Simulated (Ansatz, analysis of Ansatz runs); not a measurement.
**MgCrF6 (R-3): a line between two Cr sites for an added electron**

Aim: the energy barrier that a trapped electron meets when it moves from one Cr atom to another one nearby in MgCrF6 (R-3). The model is a cell of 64 host atoms.

Program: Ansatz 0.2.0. Level of theory: plane-wave PAW DFT, PBEsol+U; relaxation of all atoms of a supercell at fixed charge in a uniform background; PAW set soft_1. Results are calculated unless marked as measured.

## (1) The structure

The cell holds 64 atoms: 8 Mg, 8 Cr and 48 F. Its edges and angles: a = 10.612 Å, b = 10.612 Å, c = 10.612 Å, α = 57.3°, β = 57.3°, γ = 57.3°. It derives from MgCrF6 (space group R-3). Nearest the centre at fractional (0.250, 0.500, 0.750): F11 at 1.53 Å, F31 at 1.53 Å, F16 at 2.24 Å, F29 at 2.24 Å, Cr18 at 2.54 Å, Cr58 at 2.54 Å, Mg9 at 2.65 Å, Mg25 at 2.65 Å.

Hubbard terms: Cr d 4.5 eV. They were chosen, not fitted, to curb self-interaction in the shells named, the trial site's among them. The two sites are Cr58 and Cr18. The cell's shortest repeat is 10.2 Å. The host's moments were started ferromagnetic, high spin; both sites carry the same spin direction.

## (2) The cell without the carrier

The neutral cell is relaxed first, from small random displacements, so that bond lengths and moments with the carrier can be set beside those of a relaxed cell without it.

Input file neutral.relax/input.yaml:

```yaml
crystal:
  lattice:
    - [5.08983561, 2.93861796, 8.83636132]
    - [-5.08983561, 2.93861796, 8.83636132]
    - [0.0, -5.87723592, 8.83636132]
  atoms:
    - { symbol: Mg, position: [0.25, 0.25, 0.25] }
    - { symbol: Cr, position: [0.0, 0.0, 0.0], spin: 2.0 }
    - { symbol: F, position: [0.118056, 0.431908, 0.329568] }
    - { symbol: F, position: [0.329568, 0.118056, 0.431908] }
    - { symbol: F, position: [0.068092, 0.170432, 0.381944] }
    - { symbol: F, position: [0.170432, 0.381944, 0.068092] }
    - { symbol: F, position: [0.381944, 0.068092, 0.170432] }
    - { symbol: F, position: [0.431908, 0.329568, 0.118056] }
    - { symbol: Mg, position: [0.25, 0.25, 0.75] }
    - { symbol: Cr, position: [0.0, 0.0, 0.5], spin: 2.0 }
    - { symbol: F, position: [0.118056, 0.431908, 0.829568] }
    - { symbol: F, position: [0.329568, 0.118056, 0.931908] }
    - { symbol: F, position: [0.068092, 0.170432, 0.881944] }
    - { symbol: F, position: [0.170432, 0.381944, 0.568092] }
    - { symbol: F, position: [0.381944, 0.068092, 0.670432] }
    - { symbol: F, position: [0.431908, 0.329568, 0.618056] }
    - { symbol: Mg, position: [0.25, 0.75, 0.25] }
    - { symbol: Cr, position: [0.0, 0.5, 0.0], spin: 2.0 }
    - { symbol: F, position: [0.118056, 0.931908, 0.329568] }
    - { symbol: F, position: [0.329568, 0.618056, 0.431908] }
    - { symbol: F, position: [0.068092, 0.670432, 0.381944] }
    - { symbol: F, position: [0.170432, 0.881944, 0.068092] }
    - { symbol: F, position: [0.381944, 0.568092, 0.170432] }
    - { symbol: F, position: [0.431908, 0.829568, 0.118056] }
    - { symbol: Mg, position: [0.25, 0.75, 0.75] }
    - { symbol: Cr, position: [0.0, 0.5, 0.5], spin: 2.0 }
    - { symbol: F, position: [0.118056, 0.931908, 0.829568] }
    - { symbol: F, position: [0.329568, 0.618056, 0.931908] }
    - { symbol: F, position: [0.068092, 0.670432, 0.881944] }
    - { symbol: F, position: [0.170432, 0.881944, 0.568092] }
    - { symbol: F, position: [0.381944, 0.568092, 0.670432] }
    - { symbol: F, position: [0.431908, 0.829568, 0.618056] }
    - { symbol: Mg, position: [0.75, 0.25, 0.25] }
    - { symbol: Cr, position: [0.5, 0.0, 0.0], spin: 2.0 }
    - { symbol: F, position: [0.618056, 0.431908, 0.329568] }
    - { symbol: F, position: [0.829568, 0.118056, 0.431908] }
    - { symbol: F, position: [0.568092, 0.170432, 0.381944] }
    - { symbol: F, position: [0.670432, 0.381944, 0.068092] }
    - { symbol: F, position: [0.881944, 0.068092, 0.170432] }
    - { symbol: F, position: [0.931908, 0.329568, 0.118056] }
    - { symbol: Mg, position: [0.75, 0.25, 0.75] }
    - { symbol: Cr, position: [0.5, 0.0, 0.5], spin: 2.0 }
    - { symbol: F, position: [0.618056, 0.431908, 0.829568] }
    - { symbol: F, position: [0.829568, 0.118056, 0.931908] }
    - { symbol: F, position: [0.568092, 0.170432, 0.881944] }
    - { symbol: F, position: [0.670432, 0.381944, 0.568092] }
    - { symbol: F, position: [0.881944, 0.068092, 0.670432] }
    - { symbol: F, position: [0.931908, 0.329568, 0.618056] }
    - { symbol: Mg, position: [0.75, 0.75, 0.25] }
    - { symbol: Cr, position: [0.5, 0.5, 0.0], spin: 2.0 }
    - { symbol: F, position: [0.618056, 0.931908, 0.329568] }
    - { symbol: F, position: [0.829568, 0.618056, 0.431908] }
    - { symbol: F, position: [0.568092, 0.670432, 0.381944] }
    - { symbol: F, position: [0.670432, 0.881944, 0.068092] }
    - { symbol: F, position: [0.881944, 0.568092, 0.170432] }
    - { symbol: F, position: [0.931908, 0.829568, 0.118056] }
    - { symbol: Mg, position: [0.75, 0.75, 0.75] }
    - { symbol: Cr, position: [0.5, 0.5, 0.5], spin: 2.0 }
    - { symbol: F, position: [0.618056, 0.931908, 0.829568] }
    - { symbol: F, position: [0.829568, 0.618056, 0.931908] }
    - { symbol: F, position: [0.568092, 0.670432, 0.881944] }
    - { symbol: F, position: [0.670432, 0.881944, 0.568092] }
    - { symbol: F, position: [0.881944, 0.568092, 0.670432] }
    - { symbol: F, position: [0.931908, 0.829568, 0.618056] }
basis:
  ecutwfc: 420
  xc_grid: 2
hamiltonian:
  xc: pbesol
  hubbard:
    sites: [{ species: Cr, l: d, u_eff: 4.5 }]
    projectors: ortho-atomic
  pseudopotentials: { kind: paw, azcp: { folder: soft_1 }, xc_functional: pbe }
kpoints:
  mp_grid: { grid: [1, 1, 1] }
magnetization:
  spin_polarized: true
  initial_magnetization: 16
  spin_locking: { lock_magnetization: hard }
scf:
  occupations: { method: fermi_dirac, width: 0.01 }
  max_iter: 120
  lower_state_search: "off"
output:
  forces: true
relax:
  f_tol: 0.02
  max_steps: 70
  random_displacement: { amplitude: 0.04, seed: 7479 }
checkpoint:
  write: "../neutral.relax.run"
  compress: false
  write_wavefunctions: true
  write_every: 100000
```

Command:

```bash
ansatz run input.yaml --threads 4 --pin off --max-ram 17899MiB --backend cpu --events-out ev --progress --plain --runs-dir out
```

Numbers of over 12 decimals in the logs are rounded to 6 here.

The log of the run:

```text
[... repeated set-up lines and file paths are left out, and long positions are rounded to six places ...]
Engine: ansatz 0.2.0, aarch64-unknown-linux-gnu
Pseudopotentials: kind: paw
Pseudopotential: Mg, paw, valence charge 10, recommended cutoff 420 eV (normal), soft_1/Mg.paw.azcp
Pseudopotential: Cr, paw, valence charge 14, recommended cutoff 420 eV (normal), soft_1/Cr.paw.azcp
Pseudopotential: F, paw, valence charge 7, recommended cutoff 420 eV (normal), soft_1/F.paw.azcp
Functional definition: PBEsol
  exchange = pbesol_x
  correlation = pbesol_c
Crystal: 64 atoms, lattice volume = 792.997 Å³
Basis set: ecut = 420 eV, 15479 PW (Γ), exchange–correlation on 144×144×144 points (8 copies of the dense FFT grid, shifted against one another)
Bands: 336, of which v1, the nominal top of the filled ones, is band 264 counted from 1 (263 counted from 0)
Symmetry: 1 space group operations
k-points: 1
Non-local potential: Mg, projectors of the file, l = 0: 3, l = 1: 2, l = 2: 1
Non-local potential: Cr, projectors of the file, l = 0: 3, l = 1: 2, l = 2: 3, l = 3: 1
Non-local potential: F, projectors of the file, l = 0: 2, l = 1: 2, l = 2: 1
PAW form: soft (Blöchl's): semilocal exchange-correlation on the pseudo side does not see the compensation charge
PAW frozen core: Mg, regenerated for the run's functional, and the local potential with it (the file was generated under x = pbe(κ = 0.804, μ = 0.219515), c = pbe(β = 0.066725))
PAW frozen core: Cr, regenerated for the run's functional, and the local potential with it (the file was generated under x = pbe(κ = 0.804, μ = 0.219515), c = pbe(β = 0.066725))
[...]
[... 3 atoms left out ...]
  atom  29  F      0.00020709     0.00022399     0.00022703
  [... 1 atom left out ...]
  atom  31  F      0.00068719     0.00028381    -0.00032831
  [... 26 atoms left out ...]
  atom  58  Cr     0.00006529    -0.00007309    -0.00015429
  [... 6 atoms left out ...]
  max |Σ_I F_I| component: 9.68e-6 eV/Å
--- Band table (eV) ---
  k-point 0 ↑: bands = ["-71.2959", "-71.2959", "-71.2958", "-71.2958", [... 328 left out ...] "16.2157", "16.2161", "16.2161", "16.2477"]
  k-point 0 ↓: bands = ["-69.6170", "-69.6169", "-69.6168", "-69.6166", [... 328 left out ...] "16.3401", "16.3405", "16.3405", "16.3453"]
Occupation matrices written to <dir>
--- Relaxed structure (5 steps of the walk, 5 accepted, 0 SCFs on fresh bases) ---
  F+E_penalty+E_count = -80531.89174642 eV   max|allowed force component| = 1.728e-3 eV/Å
  atoms:
    - { symbol: Mg, position: [0.249711, 0.250025, 0.249983] }
    - { symbol: Cr, position: [-0.000269, 0.000115, -5.717960482898443e-5] }
    [... 3 atoms left out ...]
    - { symbol: F, position: [0.170326, 0.381929, 0.067964] }
    [... 2 atoms left out ...]
    - { symbol: Mg, position: [0.249695, 0.250105, 0.749942] }
    [... 1 atom left out ...]
    - { symbol: F, position: [0.117771, 0.432118, 0.829333] }
    [... 4 atoms left out ...]
    - { symbol: F, position: [0.431687, 0.329508, 0.618107] }
    [... 1 atom left out ...]
    - { symbol: Cr, position: [-0.000286, 0.500064, -3.317525848697822e-5] }
    [... 1 atom left out ...]
    - { symbol: F, position: [0.329160, 0.618174, 0.431933] }
    [... 4 atoms left out ...]
    - { symbol: Mg, position: [0.249710, 0.750117, 0.749950] }
    [... 3 atoms left out ...]
    - { symbol: F, position: [0.067721, 0.670664, 0.881913] }
    [... 1 atom left out ...]
    - { symbol: F, position: [0.381640, 0.568112, 0.670560] }
    [... 26 atoms left out ...]
    - { symbol: Cr, position: [0.499738, 0.500074, 0.499975] }
    [... 6 atoms left out ...]
[key lines of the parts left out:]
SCF converged after 16 iterations
Magnetization: 16.0000 μB (272.0000 up, 256.0000 down)
Free energy (F): -80531.891746 eV
Fermi energy:    2.260641 (↑ 2.260641, ↓ 2.717724) eV
```

Run time: 2 min. Hardware: 4 threads of Arm Neoverse V2, shared host; peak memory 1.8 GiB.

The largest displacement from an ideal site is 0.003 Å.

## (3) The electron on the first site

The nearest neighbour or neighbours of the site start displaced and the site's starting moment is changed by the carrier's spin, since a carrier doesn't trap itself in the undistorted lattice.

Input file A.relax/input.yaml:

```yaml
crystal:
  lattice:
    - [5.08983561, 2.93861796, 8.83636132]
    - [-5.08983561, 2.93861796, 8.83636132]
    - [0.0, -5.87723592, 8.83636132]
  atoms:
    - { symbol: Mg, position: [0.249711, 0.250025, 0.249983] }
    - { symbol: Cr, position: [-0.000269, 0.000115, -5.7e-05], spin: 2.0 }
    - { symbol: F, position: [0.117738, 0.43204, 0.329396] }
    - { symbol: F, position: [0.329037, 0.118068, 0.432054] }
    - { symbol: F, position: [0.067642, 0.170695, 0.381859] }
    - { symbol: F, position: [0.170326, 0.381929, 0.067964] }
    - { symbol: F, position: [0.381623, 0.067976, 0.170642] }
    - { symbol: F, position: [0.431698, 0.329437, 0.118098] }
    - { symbol: Mg, position: [0.249695, 0.250105, 0.749942] }
    - { symbol: Cr, position: [-0.000344, 7.6e-05, 0.500025], spin: 2.0 }
    - { symbol: F, position: [0.117771, 0.432118, 0.829333] }
    - { symbol: F, position: [0.329062, 0.1182, 0.931981] }
    - { symbol: F, position: [0.067643, 0.170776, 0.881804] }
    - { symbol: F, position: [0.170284, 0.381995, 0.567963] }
    - { symbol: F, position: [0.381634, 0.068086, 0.670549] }
    - { symbol: F, position: [0.427675, 0.31803, 0.625675] }
    - { symbol: Mg, position: [0.249681, 0.750092, 0.249994] }
    - { symbol: Cr, position: [-0.000286, 0.500064, -3.3e-05], spin: 2.0 }
    - { symbol: F, position: [0.117716, 0.932056, 0.329441] }
    - { symbol: F, position: [0.317671, 0.625743, 0.427931] }
    - { symbol: F, position: [0.067695, 0.670672, 0.381888] }
    - { symbol: F, position: [0.170337, 0.882097, 0.067909] }
    - { symbol: F, position: [0.381476, 0.568116, 0.170581] }
    - { symbol: F, position: [0.431734, 0.829449, 0.118041] }
    - { symbol: Mg, position: [0.24971, 0.750117, 0.74995] }
    - { symbol: Cr, position: [-0.000321, 0.500069, 0.499972], spin: 2.0 }
    - { symbol: F, position: [0.117823, 0.932138, 0.829315] }
    - { symbol: F, position: [0.329117, 0.618139, 0.931954] }
    - { symbol: F, position: [0.067721, 0.670664, 0.881913] }
    - { symbol: F, position: [0.170302, 0.882012, 0.567968] }
    - { symbol: F, position: [0.374061, 0.572124, 0.682049] }
    - { symbol: F, position: [0.431791, 0.829406, 0.618054] }
    - { symbol: Mg, position: [0.749703, 0.250027, 0.250032] }
    - { symbol: Cr, position: [0.499689, 8.7e-05, -3.5e-05], spin: 2.0 }
    - { symbol: F, position: [0.625398, 0.428036, 0.317891] }
    - { symbol: F, position: [0.828988, 0.118152, 0.432099] }
    - { symbol: F, position: [0.567624, 0.17073, 0.381831] }
    - { symbol: F, position: [0.670224, 0.382036, 0.068048] }
    - { symbol: F, position: [0.881674, 0.068083, 0.170573] }
    - { symbol: F, position: [0.931696, 0.329464, 0.118057] }
    - { symbol: Mg, position: [0.749691, 0.250062, 0.75002] }
    - { symbol: Cr, position: [0.499702, 7.1e-05, 0.499954], spin: 2.0 }
    - { symbol: F, position: [0.617843, 0.432059, 0.829407] }
    - { symbol: F, position: [0.829087, 0.11818, 0.932017] }
    - { symbol: F, position: [0.567635, 0.170723, 0.881946] }
    - { symbol: F, position: [0.681807, 0.374377, 0.572013] }
    - { symbol: F, position: [0.881636, 0.068054, 0.670625] }
    - { symbol: F, position: [0.931699, 0.329442, 0.618079] }
    - { symbol: Mg, position: [0.749758, 0.750093, 0.249907] }
    - { symbol: Cr, position: [0.499673, 0.500077, 1.0e-06], spin: 2.0 }
    - { symbol: F, position: [0.617794, 0.932082, 0.329336] }
    - { symbol: F, position: [0.829086, 0.618174, 0.431969] }
    - { symbol: F, position: [0.571812, 0.6821, 0.374324] }
    - { symbol: F, position: [0.670347, 0.881985, 0.067904] }
    - { symbol: F, position: [0.881685, 0.568031, 0.170584] }
    - { symbol: F, position: [0.931774, 0.829486, 0.118005] }
    - { symbol: Mg, position: [0.749653, 0.750092, 0.749971] }
    - { symbol: Cr, position: [0.499738, 0.500074, 0.499975], spin: 3.0 }
    - { symbol: F, position: [0.617749, 0.932157, 0.829318] }
    - { symbol: F, position: [0.829111, 0.618184, 0.931962] }
    - { symbol: F, position: [0.567652, 0.670716, 0.881913] }
    - { symbol: F, position: [0.670338, 0.882078, 0.567888] }
    - { symbol: F, position: [0.881558, 0.568093, 0.670564] }
    - { symbol: F, position: [0.931656, 0.829469, 0.618164] }
total_charge: -1
basis:
  ecutwfc: 420
  xc_grid: 2
hamiltonian:
  xc: pbesol
  hubbard:
    sites: [{ species: Cr, l: d, u_eff: 4.5 }]
    projectors: ortho-atomic
  pseudopotentials: { kind: paw, azcp: { folder: soft_1 }, xc_functional: pbe }
kpoints:
  mp_grid: { grid: [1, 1, 1] }
magnetization:
  spin_polarized: true
  initial_magnetization: 17
  spin_locking: { lock_magnetization: hard }
scf:
  occupations: { method: fermi_dirac, width: 0.01 }
  max_iter: 120
  lower_state_search: "off"
output:
  forces: true
relax:
  f_tol: 0.015
  max_steps: 70
  escape_saddle: false
checkpoint:
  write: "../A.relax.run"
  compress: false
  write_wavefunctions: true
  write_every: 100000
```

The log of the run:

```text
[...]
Crystal: 64 atoms, lattice volume = 792.997 Å³
Basis set: ecut = 420 eV, 15479 PW (Γ), exchange–correlation on 144×144×144 points (8 copies of the dense FFT grid, shifted against one another)
Bands: 337, of which v1, the nominal top of the filled ones, is band 265 counted from 1 (264 counted from 0)
Symmetry: 1 space group operations
[...]
k-points: 1
[...]
Starting moments: Σ|m| = 17 μB on 8 of 64 sites
[...]
SCF iter   1: F=—  HF=-80536.169368 eV  |F-HF|=—  |Δ(HF+E_count)|=         —  Δρ=8.88e-2 (↑8.88e-2 ↓5.54e-2)  dr2=1.51e2  dr2_m=3.52e0  M=17.000 μB ∫|m|=23.778 μB  β_m=0.30  ethr=3.10e-3  ⟨swp⟩=6.0  Hψ=2789  notcnv=0
[...]
SCF iter  31: F=-80528.903425 eV  HF=-80528.903426 eV  |F-HF|=1.52e-6  |Δ(HF+E_count)|=   1.09e-5  Δρ=2.28e-5 (↑2.28e-5 ↓1.34e-5)  dr2=4.86e-6  dr2_m=1.50e-6  M=17.000 μB ∫|m|=19.440 μB  ethr=1.06e-9  ⟨swp⟩=2.0  Hψ=2199  notcnv=0
SCF 1 converged in 31 iterations: F = -80528.903425 eV  dr2 = 4.86e-6
[...]
relax step   1: F+E_penalty+E_count = -80528.90342465 eV  Δ(F+E_penalty+E_count) = +0.000e0 eV  max|allowed force component| = 6.934e-1 eV/Å  Δτ_max = 0.0000 Å  (31 SCF iters, dr2 threshold 5.63e-6 eV, accepted)
[...]
relax step   2: F+E_penalty+E_count = -80529.06559560 eV  Δ(F+E_penalty+E_count) = -1.622e-1 eV  max|allowed force component| = 3.899e-1 eV/Å  Δτ_max = 0.0278 Å  (8 SCF iters, dr2 threshold 3.01e-5 eV, accepted)
relax step   3: F+E_penalty+E_count = -80529.13529690 eV  Δ(F+E_penalty+E_count) = -6.970e-2 eV  max|allowed force component| = 3.054e-2 eV/Å  Δτ_max = 0.0341 Å  (13 SCF iters, dr2 threshold 9.50e-6 eV, accepted)
relax step   4: F+E_penalty+E_count = -80529.13651924 eV  Δ(F+E_penalty+E_count) = -1.222e-3 eV  max|allowed force component| = 2.657e-2 eV/Å  Δτ_max = 0.0050 Å  (16 SCF iters, accepted)
SCF iter   1: F=—  HF=-80529.137279 eV  |F-HF|=—  |Δ(HF+E_count)|=         —  Δρ=3.02e-4 (↑3.02e-4 ↓2.09e-4)  dr2=5.71e-4  dr2_m=4.64e-5  M=17.000 μB ∫|m|=19.513 μB  β_m=0.30  ethr=1.91e-6  ⟨swp⟩=4.0  Hψ=1445  notcnv=0  defer=114
[...]
SCF iter  16: F=-80529.137196 eV  HF=-80529.137196 eV  |F-HF|=3.55e-8  |Δ(HF+E_count)|=   5.01e-8  Δρ=2.13e-6 (↑2.13e-6 ↓1.08e-6)  dr2=7.10e-8  dr2_m=9.03e-9  M=17.000 μB ∫|m|=19.518 μB  ethr=1.89e-11  ⟨swp⟩=2.0  Hψ=1902  notcnv=0
SCF 5 converged in 16 iterations: F = -80529.137196 eV  dr2 = 7.10e-8
relax step   5: F+E_penalty+E_count = -80529.13719642 eV  Δ(F+E_penalty+E_count) = -6.772e-4 eV  max|allowed force component| = 6.464e-3 eV/Å  Δτ_max = 0.0079 Å  (16 SCF iters, accepted)
NSCF: frozen V_eff on 1 k-points
[...]
SCF converged after 16 iterations
[...]
Magnetization: 17.0000 μB (273.0000 up, 256.0000 down)
Absolute magnetization: 19.5897 μB (∫|ρ↑−ρ↓|, with the PAW one-centre terms)
[...]
Per-site moments (μB) at R_I (Å): [(0.000149594, 0.817564), (1.684230, 0.755936), (-0.00471448, 0.761302), [... 61 left out ...]
Free energy (F): -80529.137196 eV
[...]
Internal energy: -80529.137191 eV  (E = F + TS)
E sigma→0 (E₀):  -80529.137194 eV
Entropy (-TS):   -0.000006 eV (-0.000 meV/atom)
Fermi energy:    2.721229 (↑ 2.721229, ↓ 2.939101) eV
[...]
--- Forces (eV/Å), atoms counted from 1 ---
  atom   1  Mg    -0.00006850    -0.00018182     0.00646355
  atom   2  Cr    -0.00014272     0.00000056    -0.00008383
  [... 3 atoms left out ...]
  atom   6  F     -0.00350363    -0.00174668    -0.00317976
  [... 2 atoms left out ...]
  atom   9  Mg    -0.00065224     0.00175833     0.00584367
  [... 1 atom left out ...]
  atom  11  F      0.00100876    -0.00037235    -0.00223737
  [... 4 atoms left out ...]
  atom  16  F      0.00056124    -0.00166246    -0.00130482
  [... 1 atom left out ...]
  atom  18  Cr     0.00004993    -0.00003283     0.00003621
  [... 1 atom left out ...]
  atom  20  F     -0.00178626     0.00033848    -0.00132489
  [... 4 atoms left out ...]
  atom  25  Mg     0.00144111     0.00139456    -0.00589682
  [... 3 atoms left out ...]
  atom  29  F     -0.00173011     0.00259185     0.00424934
  [... 1 atom left out ...]
  atom  31  F     -0.00119706    -0.00132040     0.00130847
  [... 26 atoms left out ...]
  atom  58  Cr    -0.00000710    -0.00001742    -0.00003191
  [... 6 atoms left out ...]
  max |Σ_I F_I| component: 7.87e-7 eV/Å
--- Band table (eV) ---
[...]
Occupation matrices written to <dir>
--- Relaxed structure (5 steps of the walk, 5 accepted, 0 SCFs on fresh bases) ---
  F+E_penalty+E_count = -80529.13719642 eV   max|allowed force component| = 6.464e-3 eV/Å
  atoms:
    - { symbol: Mg, position: [0.249667, 0.250040, 0.249936] }
    - { symbol: Cr, position: [-0.000301, 7.942875937313664e-5, -2.3658861436463248e-5] }
    [... 3 atoms left out ...]
    - { symbol: F, position: [0.171899, 0.381883, 0.066869] }
    [... 2 atoms left out ...]
    - { symbol: Mg, position: [0.253701, 0.251221, 0.747737] }
    [... 1 atom left out ...]
    - { symbol: F, position: [0.116207, 0.432891, 0.829531] }
    [... 4 atoms left out ...]
    - { symbol: F, position: [0.432879, 0.321368, 0.622022] }
    [... 1 atom left out ...]
    - { symbol: Cr, position: [-0.000303, 0.500080, -2.425588212587315e-5] }
    [... 1 atom left out ...]
    - { symbol: F, position: [0.320988, 0.622121, 0.433158] }
    [... 4 atoms left out ...]
    - { symbol: Mg, position: [0.251936, 0.746081, 0.748833] }
    [... 3 atoms left out ...]
    - { symbol: F, position: [0.065348, 0.672457, 0.882544] }
    [... 1 atom left out ...]
    - { symbol: F, position: [0.377657, 0.566899, 0.678687] }
    [... 26 atoms left out ...]
    - { symbol: Cr, position: [0.499698, 0.500079, 0.499978] }
    [... 6 atoms left out ...]
```

Run time: 1.7 min. Hardware: 4 threads; peak memory 1.8 GiB; 6.8 min of CPU time.

Relaxation path:

```tsv
step	energy less that of the first step (eV)	largest force component (eV/Å)
1	0.0000	0.6934
2	-0.1622	0.3899
3	-0.2319	0.0305
4	-0.2331	0.0266
5	-0.2338	0.0065
```

The atoms that moved most (Å):

```tsv
atom	dx	dy	dz	length
F53	-0.010	-0.046	-0.044	0.065
F46	-0.036	0.031	-0.044	0.065
F31	0.045	0.015	-0.044	0.065
F35	-0.045	-0.015	0.044	0.065
F20	0.035	-0.032	0.043	0.064
F16	0.009	0.047	0.043	0.064
Mg49	-0.015	-0.029	-0.026	0.041
Mg41	-0.017	0.027	-0.026	0.041
```

The moves above count from the input, in which the site's nearest neighbours were already displaced; the distances below compare with the cell without the carrier.

Distances from Cr58 without and with the electron:

```tsv
atom	without (Å)	with (Å)
F53	1.83	1.89
F16	1.83	1.89
F46	1.83	1.89
F20	1.83	1.89
F31	1.83	1.89
F35	1.83	1.89
```

The largest changes of the moments are 0.63 μB on Cr58, 0.05 μB on Cr50 and 0.05 μB on Cr26. The largest part sits on the chosen site.

[end of part 1 of 2]

[Logs are printed without paths, hosts, clocks, repeated set-up lines and the standing remarks that a program may print on its own settings, such as how far it seeks lower states.]

[Hosts, paths, dates, database ids (printed as entryN), source tags and the programs' standing remarks are cut or masked in the printed files.]
